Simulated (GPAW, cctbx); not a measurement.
# Li2Re: what bonding does to one electron reflection, worked out

Li2Re, P6/mmm (no. 191), a = 3.1016 Å, b = 3.1016 Å, c = 9.3364 Å, α = 90.00°, β = 90.00°, γ = 120.00°.

```
atom  mult.    x    y       z
 Re1      2    0    0  0.6215
 Li1      4  2/3  1/3  0.8515
```

The cell comes from substitution in a known structure type and wasn't matched to any measured phase.

A DFT run (GPAW, PBE, 550 eV, 9×9×3 k-points (along the axes of the calculation cell), Fermi–Dirac width 0.1 eV) gives the static X-ray structure factor of 001 as 99.960 e for the conventional cell; superposed free atoms give 100.074 e. **Problem.** Find the Fourier component V of the crystal potential and the two-beam extinction distance at 200 kV in both cases, then the holographic phase shift per nanometre.

## Step 1: Geometry

The cell volume is Ω = 77.78 Å³ and d(001) = 9.3364 Å, so g = 1/d = 0.1071 Å⁻¹.

## Step 2: The nuclei

Electrons feel nuclei as well as electrons, so the nuclear charges are summed with the same phases.

Phase sums Σ exp(2πi h·x), turned so that the total is real and positive: Re +1.445, Li -2.381. Then F_Z = 75 × (+1.445) + 3 × (-2.381) = 101.25 e. The electron term has the same sign for this reflection.

## Step 3: Mott–Bethe

Poisson's equation, term by term, gives V = (e/4πε₀)(F_Z − F)/(πΩg²), with e/4πε₀ = 14.3996 V Å.

The prefactor is 14.3996 × 9.3364²/(π × 77.78) = 5.13655 V per electron. Free atoms: (101.25 − 100.074) × 5.13655 = 6.039 V. Crystal: (101.25 − 99.960) × 5.13655 = 6.624 V. F changes by -0.11 % and V by +9.7 %: the same 0.11 e is measured against F_Z − F = 1.2 e in place of F = 100.1 e.

## Step 4: Extinction distance

In the two-beam case ξ = 1/(λU) with U = 2γm₀eV/h², that is ξ = 150.41 V Å²/(γλV).

At 200 kV, λ = 0.02508 Å and γ = 1.3914. Free atoms: ξ = 714 Å. Crystal: ξ = 651 Å. The thickness fringes go as sin²(πt/ξ), so the two patterns slip by a quarter of a period when t|1/ξ₁ − 1/ξ₀| = 1/4, at t ≈ 184 nm. Thermal motion, absorption and many-beam coupling, left out here, change a real pattern.

## Step 5: Phase shift

A slab run (normal [001], unrelaxed) gives a mean inner potential of 18.21 V; free atoms give 23.12 V. The phase shift is φ = C_E V₀ t, with C_E = (2π/λE)(E + m₀c²)/(E + 2m₀c²).

C_E = 7.288 × 10⁻³ rad/(V nm). The shift is 0.1328 rad/nm in the crystal and 0.1685 rad/nm for free atoms. A sample 50 nm thick gives φ = 6.64 rad; read with the free-atom value it would seem 39.4 nm thick.

## Step 6: Answer

V(001) is 6.62 V against 6.04 V, and ξ is 651 against 714 Å. The phase shift is 0.133 rad/nm, and free atoms would misjudge a thickness by -21 %. Limits: static atoms, two beams.

[Outputs are excerpts: Python notices, other lines and further rows are left out; steps that failed or that the build refused (PBEsol, TPSS) are not shown.]

[Logs are printed without paths, hosts, clocks, repeated set-up lines and the standing remarks that a program may print on its own settings, such as how far it seeks lower states.]
